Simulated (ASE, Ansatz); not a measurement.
# Localised basis functions on ZnSe(100) slab, H on both faces, stepped (112 atoms)

Wanted: errors and times of a linear-scaling basis for ZnSe(100) slab, H on both faces, stepped (112 atoms). A setting counts as converged where the r.m.s. difference of forces stays under 1 % of the r.m.s. force.

Program: Ansatz 0.2.0. Level of theory: Kohn-Sham DFT, PBE, PAW (set soft_2, large core), plane waves. Results are calculated unless marked as measured.

## 1. The structure

The cell holds 112 atoms: 24 Zn, 24 Se and 64 H. Cell: a = 16.032 Å, b = 16.032 Å, c = 17.995 Å, α = 90.0°, β = 90.0°, γ = 90.0°. It derives from ZnSe (zinc-blende). Zinc-blende ZnSe (a = 5.668 Å), (100) slab of 4 atomic planes, 4 x 4 surface cells, H on the broken bonds of both faces, 12 Å of vacuum; the top repeat layer removed from part of the cell (two steps); displaced by a Gaussian of 0.02 Å. Regions: slab, 48 atoms (24 Zn and 24 Se); hydrogen, 64 atoms (64 H). Vacuum lies along c.

Before any run, some limits are plain. Caps of real hydrogen don't mimic the fractional bonds of a polar compound, so surface states and strained caps may belong to the model. Beside vacuum, support functions can miss their usual error bounds without a warning. Only the Γ point is sampled, in a cell whose shortest periodic width is 16 Å.

## 2. Plane-wave single point

The first run fixes the reference, at a cutoff of 420 eV.

The input, input.yaml:

```yaml
crystal:
  lattice:
    - [16.03152, 0.0, 0.0]
    - [0.0, 16.03152, 0.0]
    - [0.0, 0.0, 17.9946]
  atoms:
    - { symbol: Zn, position: [0.20099, 0.12541, 0.4587] }
    - { symbol: Se, position: [0.19965, 0.00068, 0.38063] }
    - { symbol: Zn, position: [0.07458, 0.99933, 0.61789] }
    - { symbol: Se, position: [0.07481, 0.12486, 0.53797] }
    - { symbol: Zn, position: [0.19916, 0.3746, 0.45975] }
    - { symbol: Se, position: [0.19952, 0.24972, 0.38231] }
    - { symbol: Zn, position: [0.07476, 0.24969, 0.61689] }
    - { symbol: Se, position: [0.07294, 0.37404, 0.53836] }
    - { symbol: Zn, position: [0.20174, 0.62487, 0.45822] }
    - { symbol: Se, position: [0.20064, 0.49881, 0.37938] }
    - { symbol: Zn, position: [0.07422, 0.49989, 0.61738] }
    - { symbol: Se, position: [0.07452, 0.62445, 0.53886] }
    - { symbol: Zn, position: [0.1992, 0.87442, 0.46027] }
    - { symbol: Se, position: [0.19812, 0.75072, 0.3804] }
    - { symbol: Zn, position: [0.07586, 0.75123, 0.61945] }
    - { symbol: Se, position: [0.07628, 0.87251, 0.53793] }
    - { symbol: Zn, position: [0.44917, 0.12708, 0.45912] }
    - { symbol: Se, position: [0.45196, 0.99776, 0.3816] }
    - { symbol: Zn, position: [0.3259, 0.00196, 0.61604] }
    - { symbol: Se, position: [0.32557, 0.12536, 0.53996] }
    - { symbol: Zn, position: [0.44897, 0.37524, 0.45885] }
    - { symbol: Se, position: [0.44983, 0.24926, 0.37997] }
    - { symbol: Zn, position: [0.32481, 0.24993, 0.61807] }
    - { symbol: Se, position: [0.32464, 0.37254, 0.53734] }
    - { symbol: Zn, position: [0.44902, 0.62577, 0.46003] }
    - { symbol: Se, position: [0.45212, 0.49869, 0.38057] }
    - { symbol: Zn, position: [0.32426, 0.49867, 0.61634] }
    - { symbol: Se, position: [0.3228, 0.62591, 0.53777] }
    - { symbol: Zn, position: [0.44953, 0.8762, 0.461] }
    - { symbol: Se, position: [0.44972, 0.74968, 0.38044] }
    - { symbol: Zn, position: [0.32691, 0.7516, 0.61641] }
    - { symbol: Se, position: [0.32348, 0.87664, 0.53602] }
    - { symbol: Zn, position: [0.6989, 0.12649, 0.45903] }
    - { symbol: Se, position: [0.70086, 0.00038, 0.379] }
    - { symbol: Zn, position: [0.70241, 0.37353, 0.46031] }
    - { symbol: Se, position: [0.69906, 0.25013, 0.38104] }
    - { symbol: Zn, position: [0.69927, 0.62606, 0.46076] }
    - { symbol: Se, position: [0.69862, 0.50088, 0.38144] }
    - { symbol: Zn, position: [0.69879, 0.87465, 0.459] }
    - { symbol: Se, position: [0.70136, 0.74962, 0.38116] }
    - { symbol: Zn, position: [0.95057, 0.12614, 0.46114] }
    - { symbol: Se, position: [0.94938, 0.0, 0.38378] }
    - { symbol: Zn, position: [0.94995, 0.37752, 0.46006] }
    - { symbol: Se, position: [0.94956, 0.25051, 0.38013] }
    - { symbol: Zn, position: [0.95285, 0.62696, 0.45914] }
    - { symbol: Se, position: [0.94955, 0.49957, 0.38254] }
    - { symbol: Zn, position: [0.95019, 0.87531, 0.45963] }
    - { symbol: Se, position: [0.9494, 0.75132, 0.37943] }
    - { symbol: H, position: [0.27619, 0.99846, 0.33357] }
    - { symbol: H, position: [0.12814, 0.99961, 0.33343] }
    - { symbol: H, position: [0.15504, 0.00222, 0.66773] }
    - { symbol: H, position: [0.9953, 0.00086, 0.66517] }
    - { symbol: H, position: [0.12317, 0.24952, 0.33299] }
    - { symbol: H, position: [0.2766, 0.25017, 0.33426] }
    - { symbol: H, position: [0.99424, 0.25042, 0.66601] }
    - { symbol: H, position: [0.15376, 0.25284, 0.6665] }
    - { symbol: H, position: [0.273, 0.50045, 0.33191] }
    - { symbol: H, position: [0.126, 0.50161, 0.33436] }
    - { symbol: H, position: [0.15301, 0.49972, 0.6689] }
    - { symbol: H, position: [0.99396, 0.49873, 0.66627] }
    - { symbol: H, position: [0.27501, 0.74976, 0.33408] }
    - { symbol: H, position: [0.12675, 0.75147, 0.33431] }
    - { symbol: H, position: [0.9942, 0.74812, 0.66492] }
    - { symbol: H, position: [0.1554, 0.75054, 0.66724] }
    - { symbol: H, position: [0.52752, 0.12523, 0.50781] }
    - { symbol: H, position: [0.37436, 0.00028, 0.3335] }
    - { symbol: H, position: [0.52468, 0.00138, 0.33271] }
    - { symbol: H, position: [0.4048, 0.99772, 0.66741] }
    - { symbol: H, position: [0.24574, 0.00019, 0.6662] }
    - { symbol: H, position: [0.52896, 0.37516, 0.51027] }
    - { symbol: H, position: [0.5246, 0.25018, 0.33492] }
    - { symbol: H, position: [0.37608, 0.25063, 0.33203] }
    - { symbol: H, position: [0.40537, 0.24742, 0.66742] }
    - { symbol: H, position: [0.24527, 0.25066, 0.6647] }
    - { symbol: H, position: [0.52838, 0.62404, 0.51028] }
    - { symbol: H, position: [0.52644, 0.49974, 0.33134] }
    - { symbol: H, position: [0.37396, 0.49983, 0.33418] }
    - { symbol: H, position: [0.40354, 0.50321, 0.66512] }
    [... 28 atom lines left out ...]
    - { symbol: H, position: [0.86931, 0.62442, 0.5112] }
    - { symbol: H, position: [0.0251, 0.50032, 0.33591] }
    - { symbol: H, position: [0.8768, 0.49993, 0.33415] }
    - { symbol: H, position: [0.8722, 0.87604, 0.51003] }
    - { symbol: H, position: [0.02507, 0.74936, 0.33385] }
    - { symbol: H, position: [0.87628, 0.74877, 0.33331] }
kpoints:
  mp_grid: { grid: [1, 1, 1] }
hamiltonian:
  xc: pbe
  pseudopotentials: { kind: paw, core: large }
scf:
  occupations: { method: fermi_dirac, width: 0.05 }
output:
  forces: true
  populations: true
  dos:
    method: { smearing: { sigma: 0.08 } }
    de: 0.1
    projected:
      site_lists:
        H: [H]
        Se: [Se]
        Zn: [Zn]
        slab: [0, 1, 2, 3, 4, 5, 6, 7, 8, 9, 10, 11, 12, 13, 14, 15, 16, 17, 18, 19, 20, 21, 22, 23, 24, 25, 26, 27, 28, 29, 30, 31, 32, 33, 34, 35, 36, 37, 38, 39, 40, 41, 42, 43, 44, 45, 46, 47]
        hydrogen: [48, 49, 50, 51, 52, 53, 54, 55, 56, 57, 58, 59, 60, 61, 62, 63, 64, 65, 66, 67, 68, 69, 70, 71, 72, 73, 74, 75, 76, 77, 78, 79, 80, 81, 82, 83, 84, 85, 86, 87, 88, 89, 90, 91, 92, 93, 94, 95, 96, 97, 98, 99, 100, 101, 102, 103, 104, 105, 106, 107, 108, 109, 110, 111]
  eigenvalues: true
  write_density: true
  write_potential: true
  volumetric_format: npy
```

On the command line:

```
$ ansatz run input.yaml --threads 8 --pin off --max-ram 15872MiB --backend cpu --events-out ev --progress --plain --runs-dir out
```

Numbers of over 12 decimals in the logs are rounded to 6 here.

What it wrote:

```text
Engine: ansatz 0.2.0, aarch64-unknown-linux-gnu
Pseudopotentials: kind: paw
Pseudopotential: Zn, paw, valence charge 12, recommended cutoff 420 eV (normal), Zn.paw.azcp
Pseudopotential: Se, paw, valence charge 6, recommended cutoff 420 eV (normal), Se.paw.azcp#standard-large-core
Pseudopotential: H, paw, valence charge 1, recommended cutoff 420 eV (normal), H.paw.azcp
[... 5 lines on functional and potentials left out ...]
Crystal: 112 atoms, lattice volume = 4624.786 Å³
Basis set: ecut = 420 eV, 90397 PW (Γ), exchange–correlation on 216×216×250 points (8 copies of the dense FFT grid, shifted against one another)
Bands: 360, of which v1, the nominal top of the filled ones, is band 248 counted from 1 (247 counted from 0)
Symmetry: 1 space group operations
Space group: P1 (ITA 1), of the structure as read, at distance tolerance 1.7e-4 Å
k-points: 1
[... 7 lines on functional and potentials left out ...]
Initial wavefunctions: pseudopotential atomic-orbital guess
Functional: x = pbe(κ = 0.804, μ = 0.219515), c = pbe(β = 0.066725)
SCF iter   1: F=—  HF=-142548.156526 eV  |F-HF|=—  |Δ(HF+E_count)|=         —  Δρ=3.95e-2  dr2=1.74e2  ethr=3.10e-3  ⟨swp⟩=9.0  Hψ=2275  notcnv=0  defer=56
preconditioner: auto → Resta (q_TF=auto, 1.881 Å⁻¹)  ε∞=2.3  [insulator: Δε(μ)=1.317 eV  Ē_g=10.554 eV  σ=0.050 eV  W_gap=1.00  n_scr=510 (ndim 8)  ℏωp=12.2 eV  f_vac=0.584  D(μ)=0.00/eV (n_scr^D=0)  ε∞_Penn≈2.3  vacuum switching on, ρ_ref=8.1e-3 e/Å³]
SCF iter   2: F=—  HF=-142533.825716 eV  |F-HF|=—  |Δ(HF+E_count)|=    1.43e1  Δρ=2.52e-2  dr2=2.47e2  ethr=3.10e-3  ⟨swp⟩=4.0  Hψ=689  notcnv=0  defer=97
preconditioner: auto → LDOS  [metal: Δε(μ)=0.028 eV  Ē_g=10.461 eV  σ=0.050 eV  W_gap=0.14  n_scr=510 (ndim 8)  ℏωp=12.2 eV  f_vac=0.597  D(μ)=59.33/eV (n_scr^D=268)  β→1.0]
SCF iter   3: F=—  HF=-142514.446446 eV  |F-HF|=—  |Δ(HF+E_count)|=    1.94e1  Δρ=1.27e-2  dr2=2.09e1  ethr=3.10e-3  ⟨swp⟩=4.0  Hψ=741  notcnv=0  defer=93
SCF iter   4: F=—  HF=-142516.967327 eV  |F-HF|=—  |Δ(HF+E_count)|=    2.52e0  Δρ=1.47e-2  dr2=5.52e1  ethr=3.10e-3  ⟨swp⟩=6.0  Hψ=710  notcnv=0  defer=88  recentre
SCF iter   5: F=—  HF=-142511.626031 eV  |F-HF|=—  |Δ(HF+E_count)|=    5.34e0  Δρ=3.22e-3  dr2=1.10e0  ethr=3.10e-3  ⟨swp⟩=3.0  Hψ=478  notcnv=0  defer=89
SCF iter   6: F=—  HF=-142511.588875 eV  |F-HF|=—  |Δ(HF+E_count)|=   3.72e-2  Δρ=1.82e-3  dr2=2.88e-1  ethr=2.22e-4  ⟨swp⟩=3.0  Hψ=498  notcnv=0  defer=89
SCF iter   7: F=—  HF=-142511.604339 eV  |F-HF|=—  |Δ(HF+E_count)|=   1.55e-2  Δρ=1.26e-3  dr2=1.62e-1  ethr=5.80e-5  ⟨swp⟩=2.0  Hψ=576  notcnv=0  defer=89
SCF iter   8: F=—  HF=-142511.590441 eV  |F-HF|=—  |Δ(HF+E_count)|=   1.39e-2  Δρ=6.17e-4  dr2=2.95e-2  ethr=3.26e-5  ⟨swp⟩=2.0  Hψ=405  notcnv=0  defer=89
SCF iter   9: F=—  HF=-142511.589579 eV  |F-HF|=—  |Δ(HF+E_count)|=   8.62e-4  Δρ=4.94e-4  dr2=1.77e-2  ethr=5.94e-6  ⟨swp⟩=2.0  Hψ=468  notcnv=0  defer=89
SCF iter  10: F=—  HF=-142511.588434 eV  |F-HF|=—  |Δ(HF+E_count)|=   1.14e-3  Δρ=3.02e-4  dr2=1.01e-2  ethr=3.56e-6  ⟨swp⟩=2.0  Hψ=484  notcnv=0  defer=89
SCF iter  11: F=—  HF=-142511.587952 eV  |F-HF|=—  |Δ(HF+E_count)|=   4.82e-4  Δρ=1.60e-4  dr2=2.09e-3  ethr=2.04e-6  ⟨swp⟩=2.0  Hψ=291  notcnv=0  defer=89
SCF iter  12: F=—  HF=-142511.587927 eV  |F-HF|=—  |Δ(HF+E_count)|=   2.56e-5  Δρ=1.07e-4  dr2=8.15e-4  ethr=4.21e-7  ⟨swp⟩=2.0  Hψ=496  notcnv=0  defer=89
SCF iter  13: F=—  HF=-142511.587867 eV  |F-HF|=—  |Δ(HF+E_count)|=   5.94e-5  Δρ=5.84e-5  dr2=2.43e-4  ethr=1.64e-7  ⟨swp⟩=2.0  Hψ=485  notcnv=0  defer=89
SCF iter  14: F=—  HF=-142511.587885 eV  |F-HF|=—  |Δ(HF+E_count)|=   1.77e-5  Δρ=3.45e-5  dr2=9.92e-5  ethr=4.90e-8  ⟨swp⟩=2.0  Hψ=483  notcnv=0  defer=89
SCF iter  15: F=—  HF=-142511.588364 eV  |F-HF|=—  |Δ(HF+E_count)|=   4.79e-4  Δρ=2.40e-5  dr2=3.68e-5  ethr=2.00e-8  ⟨swp⟩=2.0  Hψ=489  notcnv=0  defer=89
SCF iter  16: F=—  HF=-142511.588369 eV  |F-HF|=—  |Δ(HF+E_count)|=   5.12e-6  Δρ=1.90e-5  dr2=1.59e-5  ethr=7.43e-9  ⟨swp⟩=2.0  Hψ=492  notcnv=0  defer=89
SCF iter  17: F=—  HF=-142511.588368 eV  |F-HF|=—  |Δ(HF+E_count)|=   9.45e-7  Δρ=6.54e-6  dr2=2.69e-6  ethr=3.21e-9  ⟨swp⟩=3.0  Hψ=493  notcnv=0  defer=89
SCF iter  18: F=—  HF=-142511.588371 eV  |F-HF|=—  |Δ(HF+E_count)|=   2.75e-6  Δρ=3.88e-6  dr2=8.96e-7  ethr=5.42e-10  ⟨swp⟩=2.0  Hψ=490  notcnv=0  defer=89
SCF iter  19: F=—  HF=-142511.588372 eV  |F-HF|=—  |Δ(HF+E_count)|=   8.58e-7  Δρ=2.17e-6  dr2=2.63e-7  ethr=1.81e-10  ⟨swp⟩=2.0  Hψ=496  notcnv=0  defer=89
SCF iter  20: F=-142511.588372 eV  HF=-142511.588372 eV  |F-HF|=1.34e-7  |Δ(HF+E_count)|=   1.25e-7  Δρ=1.33e-6  dr2=9.86e-8  ethr=2.02e-11  ⟨swp⟩=31.0  Hψ=5044  notcnv=0
SCF 1 converged in 20 iterations: F = -142511.588372 eV  dr2 = 9.86e-8
  greatest PAW one-centre occupation: 0.985 electrons in one spin orbital (limit 2), on the Zn atom at site 12 (counted from 0), in its partial waves of l = 2
WARN: The output density's exchange-correlation potential varies sharply where the density is thin. Do not read a vacuum level from v_tot or v_xc, or from such a field of the output density. On a cell that repeats whose density bears no net charge and no dipole along the vacuum's axis use v_es (v_loc + v_h of the components); [...]
SCF converged after 20 iterations
Free energy (F): -142511.588372 eV
Harris-Foulkes:  -142511.588372 eV  (|F-HF|=1.34e-7)
Internal energy: -142511.241207 eV  (E = F + TS)
E sigma→0 (E₀):  -142511.414790 eV
Entropy (-TS):   -0.347166 eV (-3.100 meV/atom)
Fermi energy:    -1.177611 eV
--- Per-component energies (eV) ---
  E_band       = -4090.315243
  E_kinetic    = 6447.802786
  E_local      = -186514.698803  (includes V_loc(G=0)·N_el)
  E_nonlocal   = 16036.850531
  E_hartree    = 86756.145286
  E_xc         = -8447.676561
  E_vxc        = -3955.306811  (∫ρ·V_xc dr)
  E_paw        = -96718.405830  (= ΣΔE_a)
  E_vpaw       = -9617.190770  (= ΣTr[D̂ρ^β])
  E_aug_tail   = -0.081038  (compensation charges beyond the density's cutoff)
  E_ewald      = 39928.822423
  E_smearing   = -0.347166  (= −TS)
  E_closure    = 0.000000  (closes the sum)
  Σ components = -142511.588372   (vs F -142511.588372, Δ=0.00e0)
--- Forces (eV/Å), atoms counted from 1 ---
  atom   1  Zn    -0.03969769    -0.01426306     1.46504317
  atom   2  Se     0.55540821    -0.11134429     1.39417443
  atom   3  Zn    -0.45243876    -0.03581413    -0.21108913
  atom   4  Se     0.72443738    -0.06829896    -0.67828214
  atom   5  Zn    -0.07177477    -0.04205331     1.31936649
  atom   6  Se     0.14349093     0.05587896     0.06027247
  atom   7  Zn    -0.89549768    -0.07423565     0.07199406
  atom   8  Se     0.68238801     0.13086373    -0.75521179
  atom   9  Zn    -0.31163749    -0.04520794     1.28074760
  atom  10  Se    -0.08067973     0.01237497     1.71546594
  atom  11  Zn    -0.65886642    -0.04168004     0.10776417
  atom  12  Se     0.74025829     0.08918058    -0.79179018
  atom  13  Zn    -0.04746009     0.12774196     1.04265561
  atom  14  Se     1.00968500    -0.07287073     1.54461800
[...]
atom 111  H      1.74008988     0.00115874    -1.11260443
  atom 112  H     -2.13589904    -0.05106164    -1.33335070
  max |Σ_I F_I| component: 2.27e-4 eV/Å
--- Band table (eV) ---
  k-point 0: bands = ["-17.9834", "-17.8908", "-17.7783", "-17.6812", [... 344 levels ...], "4.1145", "4.1372", "4.1620", "4.1685", "4.1845", "4.2210", "4.2306", "4.2379", "4.2879", "4.3523", "4.3659", "4.3864"]
--- Löwdin populations: 112 sites ---
  site symbol       q [e]
     0     Zn     10.7725
     1     Se      6.2315
     2     Zn     10.7637
[...]
111      H      0.9185
  spilling = 0.015522 (of n_electrons = 496.000000)
```

Run time: 65 s. Hardware: 8 threads of Arm Neoverse V1, shared host; peak memory 4.9 GiB; 8.1 min of CPU time.

The program notes that potentials were chosen by core size and the exchange-correlation potential is rough where the density is thin.

Read from the output:

* free energy: -142511.5884 eV
* free energy per atom: -1272.4249 eV/atom
* SCF cycles: 20
* r.m.s. force component: 0.8176 eV/Å
* longest force: 3.124 eV/Å
* Fermi energy: -1.178 eV
* levels partly filled by over 2 per cent: 9
* spilling of the projection: 0.01552

Length of the force by element:

```tsv
element	coordination	atoms	mean length of the force (eV/Å)	spread	least	most
H	all	64	1.33	0.874	0.0864	3.12
Se	all	24	1.15	0.432	0.165	1.94
Zn	all	24	1.01	0.262	0.493	1.53
```

Löwdin charges by element (they lack the spilled electrons, 0.069 e an atom on average):

```tsv
element	coordination	atoms	mean charge (e)	spread	least	most
H	all	64	-0.148	0.214	-0.418	0.0913
Se	all	24	-0.500	0.377	-1.04	-0.215
Zn	all	24	1.22	0.0238	1.17	1.25
```

By region:

```tsv
region	atoms	mean length of the force (eV/Å)
slab	48	1.08
hydrogen	64	1.33
```

Density of states as counts of states in windows of 1 eV (from the Fermi level), total and the larger projections:

```tsv
from (eV)	to (eV)	total	slab	Zn d	Se p	H s	hydrogen	Zn s
-10	-9	12.3	6.9	0.6	6.0	5.1	5.1	0.1
-9	-8	65.2	58.8	46.9	10.9	6.0	6.0	0.5
-8	-7	150.3	139.9	117.0	18.1	9.7	9.7	4.4
-7	-6	82.4	78.3	61.2	12.7	3.7	3.7	3.6
-6	-5	23.7	19.9	4.2	11.6	3.4	3.4	2.9
-5	-4	25.2	18.7	2.4	13.4	5.8	5.8	2.0
-4	-3	33.9	26.3	2.9	22.3	6.6	6.6	0.6
-3	-2	14.5	9.4	1.2	7.6	4.5	4.5	0.5
-2	-1	24.4	11.2	1.3	7.4	11.9	11.9	2.0
-1	0	17.9	5.8	0.4	3.4	10.4	10.4	0.8
0	1	16.4	5.6	0.3	4.5	8.4	8.4	0.5
1	2	22.3	9.7	0.1	6.4	7.4	7.4	2.2
2	3	33.3	9.4	0.1	3.8	4.6	4.6	4.5
3	4	56.7	10.4	0.1	4.5	6.3	6.3	5.0
4	5	60.3	6.3	0.1	3.0	4.9	4.9	2.9
```

The curve was stored every 0.100 eV, coarse against its broadening of 0.08 eV, so these counts are rough.

Between -17 and -10 eV lie 48 more states.

The levels nearest the highest filled one (over half full), pooled over k-points and spins:

```tsv
level less the highest filled one (eV)	occupation
-0.094	1.83
-0.0763	1.76
-0.0701	1.74
-0.0646	1.71
-0.0166	1.39
0	1.24
0.151	0.145
0.165	0.114
0.173	0.097
0.798	0
0.835	0
0.858	0
```

Planar average of the electrostatic potential energy along the normal, with the Fermi level as zero, after a running mean with a triangular window 4 Å wide at its base:

```tsv
height (Å)	potential energy (eV)
0.0	4.00
0.6	3.84
1.0	3.73
1.6	3.57
2.0	3.46
2.6	3.30
3.0	3.17
3.6	2.96
4.0	2.65
4.6	1.79
5.0	0.66
5.6	-1.34
6.2	-3.42
6.6	-4.63
7.2	-5.21
7.6	-4.93
8.2	-4.08
8.6	-3.17
9.2	-1.98
9.6	-1.19
10.2	-0.07
10.7	0.75
11.2	1.79
11.7	2.57
12.2	3.53
12.8	4.28
13.2	4.67
13.8	4.92
14.3	4.94
14.8	4.84
15.3	4.73
15.8	4.58
16.3	4.46
16.8	4.31
17.3	4.19
17.9	4.04
```

Valence density in the ca plane at fractional y = 0.000, with atoms of Se and Zn and H within 0.2 Å of it. It is the smooth field of the valence electrons, not physical close to the nuclei.

Ten steps, logarithmic in the rise over the least value, from '0' (0 e/Å³) to '9' (18 e/Å³), each cell a mean:
```
00000000000001233232100000012320000000000000
00000000000001232232100000000000000000000000
00000000000001343221000000000000000000000000
00000000000001221000000000000000000000000000
00000000000001221000000000000000000000000000
00000000000001443211000000000000000000000000
00000000000001332232100000000000000000000000
00000000000001232232100000000000000000000000
00000000000001343211000000000000000000000000
00000000000001221000000000000000000000000000
00000000000001221000000000000000000000000000
00000000000001443211000000000000000000000000
00000000000001232232100000000000000000000000
00000000000001232232100000012320000000000000
00000000000001343211000001223421000000000000
00000000000001221000000013796310000000000000
00000000000001221000000013896210000000000000
00000000000001343211000001233320000000000000
00000000000001232232100000012320000000000000
00000000000001232232100000012320000000000000
00000000000001443221000001123421000000000000
00000000000001221000000013796310000000000000
00000000000001221000000013797310000000000000
00000000000001343211000001233421000000000000
```
Columns run along c (18.0 Å), rows up along a (16.0 Å). Atoms in or near the plane, at fractional coordinates: Se at (0.38, 0.20), Zn at (0.62, 0.07), Se at (0.38, 0.45), Zn at (0.62, 0.33), Se at (0.38, 0.70), Se at (0.38, 0.95), H at (0.33, 0.28), H at (0.33, 0.13), H at (0.67, 0.16), H at (0.67, 0.00), H at (0.33, 0.37), H at (0.33, 0.52), H at (0.67, 0.40), H at (0.67, 0.25) and more.

Electrostatic potential energy in the ca plane at fractional y = 0.000, with atoms of Se and Zn and H within 0.2 Å of it. With pseudopotentials it is smooth inside the atoms' cores, unlike the true potential.

Values in eV, 13 rows by 16 columns, each cell a mean:
```
  3   2   2   2   1 -24 -41  -2   3   3  -3   3   4   4   3   3
  3   2   2   2   0 -20 -11   1   3   4   4   4   4   4   3   3
  3   2   2   2   0 -14  -1   2   4   4   4   4   4   4   3   3
  3   2   2   2   0 -25 -33   0   3   4   4   4   4   4   3   3
  3   2   2   2   0 -25 -19   1   3   4   4   4   4   4   3   3
  3   2   2   2   0  -9   0   2   4   4   4   4   4   4   3   3
  3   2   2   2   0 -25 -26   0   3   4   4   4   4   4   3   3
  3   2   2   2   0 -23 -29  -1   2   1 -11   1   4   4   3   3
  3   2   2   2   0 -11   0   2   1 -27 -22   3   4   4   3   3
  3   2   2   2   0 -23 -14   0   2  -7 -19   1   4   4   3   3
  3   2   2   2   0 -26 -38  -2   2   2  -9   1   4   4   3   3
  3   2   2   2   0 -16  -3   1   1 -19 -21   2   4   4   3   3
  3   2   2   2   0 -18  -5   1   2 -15 -20   2   4   4   3   3
```
Columns run along c (18.0 Å; values clipped at the 3rd and 97th percentile), rows up along a (16.0 Å). Atoms in or near the plane, at fractional coordinates: Se at (0.38, 0.20), Zn at (0.62, 0.07), Se at (0.38, 0.45), Zn at (0.62, 0.33), Se at (0.38, 0.70), Se at (0.38, 0.95), H at (0.33, 0.28), H at (0.33, 0.13), H at (0.67, 0.16), H at (0.67, 0.00), H at (0.33, 0.37), H at (0.33, 0.52), H at (0.67, 0.40), H at (0.67, 0.25) and more.

Mean Löwdin charges: H -0.15, Se -0.50, Zn +1.22 e (they miss 1.6 % of the electrons, so they add up to more than the cell's charge). Within 0.4 eV of the Fermi level the largest share is H s (69 % of the projected weight). The potential slopes across the vacuum by 0.27 eV/Å: the slab bears a dipole, and with periodic images along the normal there is no flat vacuum level to read.

(Part 1 of 2 ends here.)

[Logs are printed without paths, hosts, clocks, repeated set-up lines and the standing remarks that a program may print on its own settings, such as how far it seeks lower states.]

[Hosts, paths, dates, database ids (printed as entryN), source tags and the programs' standing remarks are cut or masked in the printed files.]
